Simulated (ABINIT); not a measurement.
# A GW chain in ABINIT: SiC (Moissanite), part 3 of 3

How does a plane-wave GW calculation on SiC (Moissanite) run from the first input to the gap?

ABINIT 10.8.3; LDA and many-body steps on it, plane waves. Known limits of the many-body steps: not at the basis limit; coarse k mesh.

So far. Step 3 (Bands along the symmetry lines): The gap is 2.222 eV, as in the run before at this level. Step 4 (Empty states on the mesh, 3×3×2 mesh, 62 bands): On this mesh the gap is 2.222 eV.

**5. Screening, 3×3×2 mesh, 58 bands, screening to 130.6 eV**

The RPA dielectric matrix is built and inverted for each q.

This step: RPA screening on LDA, plane waves, norm-conserving pseudopotentials.

File run.abi:

```
acell 3*1.0 Angstrom
rprim 
  3.075999999976 0.000000000005 0.000000000000
  -1.537999999993 2.663894142018 0.000000000000
  0.000000000000 0.000000000000 5.048000000000
ntypat 2
znucl 14 6
natom 4
typat 1 1 2 2
xred 
  0.333333333333 0.666666666667 0.000000000000
  0.666666666667 0.333333333333 0.500000000000
  0.333333333333 0.666666666667 0.385000000000
  0.666666666667 0.333333333333 0.885000000000
pp_dirpath "pseudos"
pseudos "Si.upf, C.upf"
ecut 37
ngkpt 3 3 2
nshiftk 1
shiftk 0 0 0
kptopt 1
chksymbreak 0
istwfk *1
occopt 1
irdwfk 1
optdriver 3
nband 58
ecuteps 4.8
inclvkb 2
awtr 1
symchi 1
indata_prefix "in"
outdata_prefix "out"
tmpdata_prefix "tmp"
```

Command:

```sh
> OMP_NUM_THREADS=1 mpirun -n 4 abinit run.abi > log
```

Numbers of over 12 decimals in the logs are rounded to 6 here.

The log of the run:

```text
.Version 10.8.3 of ABINIT. v10.8.2 released Aug 2026.

 Symmetries : space group P6_3 m c (#186); Bravais hP (primitive hexag.)
[... echo of the input left out ...]
== DATASET  1 ==================================================================
-   mpi_nproc: 4, omp_nthreads: 1 (-1 if OMP is not activated)

--- !DatasetInfo
iteration_state: {dtset: 1, }
dimensions: {natom: 4, nkpt: 6, mband: 58, nsppol: 1, nspinor: 1, nspden: 1, mpw: 3018, }
cutoff_energies: {ecut:  37.0, pawecutdg:  -1.0, }
electrons: {nelect:   1.60000000E+01, charge:   0.00000000E+00, occopt:   1.00000000E+00, tsmear:   1.00000000E-02, }

 SCREENING: Calculation of the susceptibility and dielectric matrices

 Based on a program developped by R.W. Godby, V. Olevano, G. Onida, and L. Reining.
 Incorporated in ABINIT by V. Olevano, G.-M. Rignanese, and M. Torrent.
.Using double precision arithmetic ; gwpc =  8

[... cell and pseudopotentials left out ...]
--------------------------------------------------------------------------------

 ==== K-mesh for the wavefunctions ====
 Number of points in the irreducible wedge :     6
[... list of points left out ...]
 Together with 12 symmetry operations and time-reversal symmetry
 yields    18 points in the full Brillouin Zone.

 ==== Q-mesh for the screening function ====
 Number of points in the irreducible wedge :     6
[... list of points left out ...]
 Together with 12 symmetry operations and time-reversal symmetry
 yields    18 points in the full Brillouin Zone.

 setmesh: FFT mesh size selected  =    20x   20x   36
          total number of points  =        14400

 vcoul_init : cutoff-mode = AUXILIARY_FUNCTION
 q-points for optical limit:   1
     1)      0.000010    0.000020    0.000030

- screening: taking advantage of time-reversal symmetry
- Maximum band index for partially occupied states nbvw = 8
- Remaining bands to be divided among processors   nbcw = 50
- Number of bands treated by each node ~12

 Number of electrons calculated from density =   16.0000; Expected =   16.0000
 average of density, n =  0.057319
 r_s =    1.6089
 omega_plasma =   23.0944 [eV]

 calculating chi0 at frequencies [eV] :
  1    0.000000E+00    0.000000E+00
  2    0.000000E+00    2.309436E+01

--------------------------------------------------------------------------------
  q-point number  1        q = ( 0.000000, 0.000000, 0.000000) [r.l.u.]
--------------------------------------------------------------------------------
[... chi0 elements left out ...]
 For q-point:  0.000010 0.000020 0.000030
  dielectric constant =   8.7958
  dielectric constant without local fields =   9.6263

  Average fulfillment of the sum rule on Im[epsilon] for q-point    1 :     69.34  [%]
[... wings left out ...]
  q-point number  2        q = ( 0.333333, 0.000000, 0.000000) [r.l.u.]
--------------------------------------------------------------------------------
[... chi0 elements left out ...]
  Average fulfillment of the sum rule on Im[epsilon] for q-point    2 :     76.70  [%]

 [... 4 further q-points ...]
```

Wall time 7 s (4 MPI ranks of Arm Neoverse N1, shared host); peak memory 0.42 GiB; 28 s of CPU time.

Numbers from this step:

- ε∞ with local fields, on this mesh, along the program's q direction: 8.796
- the same without local fields: 9.626
- plasma frequency: 23.09 eV
- plane waves in the screening matrix: 135

Local fields lower ε∞ by 9 %. On a Γ-centred mesh this coarse the value itself is usually too large, while a short band sum pulls it down.

**6. Self-energy, 3×3×2 mesh, 58 bands, screening to 130.6 eV**

The self-energy is evaluated for the states that the input lists, and the levels follow from it, in one-shot runs by the linearised quasiparticle equation.

This step: G0W0 on LDA, plane waves, norm-conserving pseudopotentials.

run.abi, as its differences from that of step 5:

```diff
@@ -25,8 +25,19 @@
 irdwfk 1
-optdriver 3
+optdriver 4
 nband 58
+gwcalctyp 0
+ecutsigx 37
+symsigma 1
+nkptgw 3
+kptgw 
+  0.0000000000 0.0000000000 0.0000000000
+  0.3333333333 0.3333333333 0.0000000000
+  0.3333333333 0.0000000000 0.0000000000
+bdgw 
+  6 10
+  7 10
+  7 10
 ecuteps 4.8
-inclvkb 2
-awtr 1
-symchi 1
+irdscr 1
+ppmodel 1
 indata_prefix "in"
```

The log of the run:

```text
.Version 10.8.3 of ABINIT. v10.8.2 released Aug 2026.

 Symmetries : space group P6_3 m c (#186); Bravais hP (primitive hexag.)
[... echo of the input left out ...]
== DATASET  1 ==================================================================
-   mpi_nproc: 4, omp_nthreads: 1 (-1 if OMP is not activated)

--- !DatasetInfo
iteration_state: {dtset: 1, }
dimensions: {natom: 4, nkpt: 6, mband: 58, nsppol: 1, nspinor: 1, nspden: 1, mpw: 3018, }
cutoff_energies: {ecut:  37.0, pawecutdg:  -1.0, }
electrons: {nelect:   1.60000000E+01, charge:   0.00000000E+00, occopt:   1.00000000E+00, tsmear:   1.00000000E-02, }

 SIGMA: Calculation of the GW corrections

 Based on a program developped by R.W. Godby, V. Olevano, G. Onida, and L. Reining.
 Incorporated in ABINIT by V. Olevano, G.-M. Rignanese, and M. Torrent.
.Using double precision arithmetic ; gwpc =  8

[... cell and pseudopotentials left out ...]
--------------------------------------------------------------------------------

 ==== K-mesh for the wavefunctions ====
 Number of points in the irreducible wedge :     6
[... list of points left out ...]
 Together with 12 symmetry operations and time-reversal symmetry
 yields    18 points in the full Brillouin Zone.

 ==== Q-mesh for screening function ====
 Number of points in the irreducible wedge :     6
[... list of points left out ...]
 Together with 12 symmetry operations and time-reversal symmetry
 yields    18 points in the full Brillouin Zone.

 vcoul_init : cutoff-mode = AUXILIARY_FUNCTION
 q-points for optical limit:   1
     1)      0.000010    0.000020    0.000030
 setmesh: FFT mesh size selected  =    27x   27x   54
          total number of points  =        39366

 Number of electrons calculated from density =   16.0000; Expected =   16.0000
 average of density, n =  0.057319
 r_s =    1.6089
 omega_plasma =   23.0944 [eV]

 === KS Band Gaps ===
  >>>> For spin  1
   Minimum direct gap =   4.3111 [eV], located at k-point      :   0.3333  0.0000  0.0000
   Fundamental gap    =   2.2220 [eV], Top of valence bands at :   0.0000  0.0000  0.0000
                                       Bottom of conduction at :   0.3333  0.3333  0.0000
 SIGMA fundamental parameters:
 PLASMON POLE MODEL  1
 number of plane-waves for SigmaX                 2997
 number of plane-waves for SigmaC and W            135
 number of plane-waves for wavefunctions          2997
 number of bands                                    58
 number of independent spin polarizations            1
 number of spinorial components                      1
 number of k-points in IBZ                           6
 number of q-points in IBZ                           6
 number of symmetry operations                      12
 number of k-points in BZ                           18
 number of q-points in BZ                           18
 number of frequencies for dSigma/dE                 9
 frequency step for dSigma/dE [eV]                0.25
 number of omega for Sigma on real axis              0
 max omega for Sigma on real axis  [eV]           0.00
 zcut for avoiding poles [eV]                     0.10

 EPSILON^-1 parameters (SCR file):
 dimension of the eps^-1 matrix on file            135
 dimension of the eps^-1 matrix used               135
 number of plane-waves for wavefunctions          2997
 number of bands                                    58
 number of q-points in IBZ                           6
 number of frequencies                               2
 number of real frequencies                          1
 number of imag frequencies                          1

 matrix elements of self-energy operator (all in [eV])

 Perturbative Calculation

--- !SelfEnergy_ee
iteration_state: {dtset: 1, }
kpoint     : [   0.000,    0.000,    0.000, ]
spin       : 1
KS_gap     :    4.582
QP_gap     :    5.355
Delta_QP_KS:    0.773
data: !SigmaeeData |
     Band     E0 <VxcDFT>   SigX SigC(E0)      Z dSigC/dE  Sig(E)    E-E0       E
        6   7.133 -14.990 -17.767   2.775   0.797  -0.255 -14.992  -0.002   7.130
        7   7.133 -14.990 -17.767   2.775   0.797  -0.255 -14.992  -0.002   7.130
        8   7.406 -14.790 -16.951   2.295   0.800  -0.250 -14.684   0.107   7.513
        9  11.988 -12.231  -6.614  -4.527   0.808  -0.238 -11.351   0.880  12.868
       10  13.440 -12.726  -6.990  -4.710   0.799  -0.251 -11.905   0.821  14.260

--- !SelfEnergy_ee
iteration_state: {dtset: 1, }
kpoint     : [   0.333,    0.333,    0.000, ]
spin       : 1
KS_gap     :    6.273
QP_gap     :    7.285
Delta_QP_KS:    1.012
data: !SigmaeeData |
     Band     E0 <VxcDFT>   SigX SigC(E0)      Z dSigC/dE  Sig(E)    E-E0       E
        7   3.355 -12.968 -16.502   3.131   0.789  -0.267 -13.286  -0.318   3.037
        8   3.355 -12.968 -16.502   3.131   0.789  -0.267 -13.286  -0.318   3.037
        9   9.628 -10.035  -5.275  -3.923   0.829  -0.207  -9.341   0.694  10.322
       10  15.267 -12.414  -6.320  -4.676   0.803  -0.246 -11.276   1.138  16.405

--- !SelfEnergy_ee
iteration_state: {dtset: 1, }
kpoint     : [   0.333,    0.000,    0.000, ]
spin       : 1
KS_gap     :    4.311
QP_gap     :    5.234
Delta_QP_KS:    0.923
data: !SigmaeeData |
     Band     E0 <VxcDFT>   SigX SigC(E0)      Z dSigC/dE  Sig(E)    E-E0       E
        7   5.627 -13.630 -16.244   2.473   0.799  -0.252 -13.743  -0.112   5.515
        8   6.203 -14.579 -17.688   2.931   0.795  -0.258 -14.720  -0.142   6.061
        9  10.514 -10.835  -5.676  -4.208   0.821  -0.217 -10.054   0.781  11.295
       10  12.172 -11.492  -6.132  -4.257   0.815  -0.227 -10.594   0.899  13.071

== END DATASET(S) ==============================================================
================================================================================

 -outvars: echo values of variables after computation  --------
           etotal      0.0000000000E+00
            nband          58
             nkpt           6
          spgroup         186
 [... the other variables as echoed above ...]

 Calculation completed.
```

Wall time 6.3 s (4 MPI ranks); peak memory 0.39 GiB; 25 s of CPU time.

Numbers from this step:

- G0W0 gap on the points computed: 2.809 eV
- starting gap on the mesh: 2.222 eV
- k of the valence top: 0, 0, 0
- k of the conduction bottom: 0.3333, 0.3333, 0
- Z at the valence top: 0.8
- Z at the conduction bottom: 0.829
- least direct G0W0 gap on the computed points: 5.234 eV

The gap on the mesh goes from 2.22 eV to 2.81 eV, a correction of +0.59 eV.

Limits: finite bands, cutoff and mesh; coarse k mesh. v1 is the top filled band, c1 the lowest empty one. The levels before and after the correction (eV, zero at the valence-band top of each column):

```
           conduction bottom  valence top
Kohn-Sham               2.22         0.00
     G0W0               2.81         0.00
```

```
                           level  energy (eV)
Kohn-Sham                Γ v3-v2       -0.273
Kohn-Sham                   Γ v1        0.000
Kohn-Sham                   Γ c1        4.582
Kohn-Sham                   Γ c2        6.034
Kohn-Sham  (0.333 0.333 0) v2-v1       -4.051
Kohn-Sham     (0.333 0.333 0) c1        2.222
Kohn-Sham     (0.333 0.333 0) c2        7.861
     G0W0                Γ v3-v2       -0.383
     G0W0                   Γ v1        0.000
     G0W0                   Γ c1        5.355
     G0W0                   Γ c2        6.747
     G0W0  (0.333 0.333 0) v2-v1       -4.476
     G0W0     (0.333 0.333 0) c1        2.809
     G0W0     (0.333 0.333 0) c2        8.892
```

**7. Where the time went**

Times are wall times on 4 MPI ranks of Arm Neoverse N1, shared host, good to a factor of about two.

```
                          step   time  share  memory (GiB)
                  ground state   12 s   20 %          0.28
bands along the symmetry lines   20 s   33 %          0.29
      empty states on the mesh   15 s   25 %          0.26
                     screening    7 s   11 %          0.42
                   self-energy  6.3 s   10 %          0.39
```

**8. What came out**

| Property | Result |
| --- | --- |
| LDA gap | 2.22 eV, indirect |
| G0W0 gap on the mesh | 2.81 eV |
| GW settings | 3×3×2 mesh, 58 bands, screening to 130.6 eV, Godby-Needs plasmon pole |
| known limits | not at the basis limit; coarse k mesh |

**Reading.** G0W0 moves the gap on the mesh from 2.22 eV to 2.81 eV (+0.59 eV), with Z of 0.80 and 0.83 at the edges. Local fields lower the RPA ε∞ on this mesh from 9.63 to 8.80; a Γ-centred mesh this coarse tends to raise both, most where the direct gap is narrow, while a short band sum lowers them. Only 3 of the mesh's irreducible points were corrected, so a valley elsewhere could overtake. Against experiment, by G0W0@LDA: the gap of 2.81 eV lies −0.52 eV from the measured 3.33 eV (kind not stated, quoted 2020). The calculation has static nuclei and no excitons; a measured gap holds zero-point and thermal motion, which mostly lowers it. Bands and cutoff are finite, so the gap is not at the basis limit. The miss can reach some tenths of an eV and take either sign; the mesh is an error of its own. In the G0W0 run levels were corrected at 3 k points alone, so a gap called «on the mesh» is the least over those, and an edge elsewhere would be missed. The 3×3×2 mesh is coarse for this cell, which bears on the long-range parts of exchange and screening.

[Paths, hosts, dates, memory and timing lines, banners, echoed tables and standing remarks are left out of the program output.]

[Logs are printed without paths, hosts, clocks, repeated set-up lines and the standing remarks that a program may print on its own settings, such as how far it seeks lower states.]

[Runs of the session that timed out or met a known fault of the program may be left out.]

[Hosts, paths, dates, database ids (printed as entryN), source tags and the programs' standing remarks are cut or masked in the printed files.]

[G0W0 gaps are taken among the corrected bands and points alone; a level outside them can change the order at an edge.]

[Where Ansatz stands beside ABINIT at settings called matched, ABINIT's density can come from a denser mesh and the files from another edition; pairs whose starting gaps differed by over 0.03 eV were left out, so agreement reads better than it is.]
